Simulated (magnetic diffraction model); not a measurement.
# Which magnetic order? Tm2V2HgO7

Space group Cm (no. 8), a = 6.8450 Å, b = 10.1310 Å, c = 5.6580 Å, β = 98.23°.

| site | atom | x | y | z |
| --- | --- | --- | --- | --- |
| 2a | Hg | 0.0531 | 0 | 0.4053 |
| 4b | Tm | 0.5052 | 0.1754 | 0.5018 |
| 2a | V | 0.7316 | 0 | 0.0964 |
| 2a | V | 0.2636 | 0 | 0.9068 |
| 4b | O | 0.7968 | 0.1485 | 0.3395 |
| 2a | O | 0.0261 | 0 | 0.0404 |
| 2a | O | 0.5633 | 0 | 0.7763 |
| 2a | O | 0.4425 | 0 | 0.2270 |
| 4b | O | 0.1928 | 0.1455 | 0.6399 |

This is a made-up structure (elements placed in a structure type, unrelaxed), so the numbers test the method and describe no known phase.

Only Tm and V are taken to order (form factors of Tm3+ and V3+); orders and moment sizes are assumed, and not adapted to the symmetry. Radiation: neutrons of λ = 1.594 Å, 2° to 30°; isotropic B of 0.19 Å² (Hg), 0.23 Å² (Tm), 0.3 Å² (V) and 0.35 Å² (O). The intensities are simulated: I ∝ L Σ (|F_N|² + |F_M⊥|²) for unpolarised neutrons, with F_M = 2.695 fm/μB × Σ f(s) S exp(2πi Q·r) exp(−B s²) at Q = H ± k (one set where k and −k are equivalent), only the part normal to Q counting and L = 1/(sin²θ cos θ). For a modulated order the moment at position r is S exp(−2πi k·r) + c.c., with S = m/2 for a sine wave of amplitude m and S = m(u + iv)/2 for moments turning in a plane, u and v being orthogonal unit vectors in it; the phase factor of the sum at Q = H + k is then exp(2πi H·r). Form factors are spin-only for 3d ions and dipole or tabulated for f ions, scattering lengths are Sears's of 1992, and absorption is left out. A label names one of the reflections at its angle. The strongest nuclear line in the range is 100, and lines under 0.2 are left out.

Above the ordering temperature:

```csv
2θ (°),index,I
16.27,(1 1 0),9.1
16.36,(0 0 1),100.0
18.11,(0 2 0),16.3
21.72,(1 1 -1),16.4
24.50,(0 2 1),11.3
24.52,(1 1 1),2.1
27.22,(2 0 0),19.3
29.78,(2 0 -1),14.9
```

Below it (cell unchanged):

```csv
2θ (°),I
15.41,36.3
16.27,9.1
16.36,100.0
16.44,11.5
16.45,1.9
17.25,28.5
18.11,16.3
19.78,7.8
21.07,26.0
21.72,16.4
22.47,21.8
23.27,17.1
23.94,21.6
24.50,11.3
24.52,2.1
25.19,18.6
25.78,12.9
27.22,19.3
29.06,0.9
29.78,14.9
29.83,0.4
```

**Question.** Find the propagation vector, then choose among these models:
A. a sine wave with moments along [100] (amplitudes given), 5.3 μB on Tm and 1.64 μB on V; signs + at (0.5052, 0.1754, 0.5018), − at (0.5052, 0.8246, 0.5018), + at (0.7316, 0, 0.0964), − at (0.2636, 0, 0.9068)
B. moments turning in the plane of [010] and [001], 5.3 μB on Tm and 1.64 μB on V; signs + at (0.5052, 0.1754, 0.5018), − at (0.5052, 0.8246, 0.5018), + at (0.7316, 0, 0.0964), − at (0.2636, 0, 0.9068)
C. moments turning in the plane of [010] and [100], 5.3 μB on Tm and 1.64 μB on V; signs + at (0.5052, 0.1754, 0.5018), − at (0.5052, 0.8246, 0.5018), + at (0.7316, 0, 0.0964), − at (0.2636, 0, 0.9068)
D. moments turning in the plane of [001] and [100], 5.3 μB on Tm and 1.64 μB on V; signs + at (0.5052, 0.1754, 0.5018), − at (0.5052, 0.8246, 0.5018), + at (0.7316, 0, 0.0964), − at (0.2636, 0, 0.9068)

The new lines index as (1 0.817 0) at 15.41°, (0 1.817 0) at 16.44°, (0 0.183 1) at 16.45° and (1 1.183 0) at 17.25°, that is as H ± k with k = (0 0.183 0). Satellites come in pairs about each point of the reciprocal lattice.

Magnetic intensity, observed (below minus above) and for each model:

| 2θ (°) | index | observed | A | B | C | D |
| --- | --- | --- | --- | --- | --- | --- |
| 15.41 | (1 0.817 0) | 36.3 | 8.8 | 63.3 | 36.3 | 44.0 |
| 16.44 | (0 1.817 0) | 11.5 | 11.5 | 11.5 | 11.5 | 23.1 |
| 17.25 | (1 1.183 0) | 28.5 | 11.2 | 45.5 | 28.5 | 39.0 |
| 19.78 | (0 2.183 0) | 7.8 | 7.8 | 7.8 | 7.8 | 15.6 |
| 21.07 | (1 0.817 -1) | 26.0 | 10.5 | 22.7 | 26.0 | 19.9 |
| 22.47 | (1 1.183 -1) | 21.8 | 9.9 | 19.2 | 21.8 | 18.9 |
| 23.94 | (1 0.817 1) | 21.6 | 9.3 | 19.6 | 21.6 | 14.9 |
| 25.19 | (1 1.183 1) | 18.6 | 8.7 | 17.0 | 18.6 | 14.4 |

Model C matches.

The structure used: k = (0 0.183 0), moments turning in the plane of [010] and [100], 5.3 μB on Tm and 1.64 μB on V; signs + at (0.5052, 0.1754, 0.5018), − at (0.5052, 0.8246, 0.5018), + at (0.7316, 0, 0.0964), − at (0.2636, 0, 0.9068).

[Logs are printed without paths, hosts, clocks, repeated set-up lines and the standing remarks that a program may print on its own settings, such as how far it seeks lower states.]
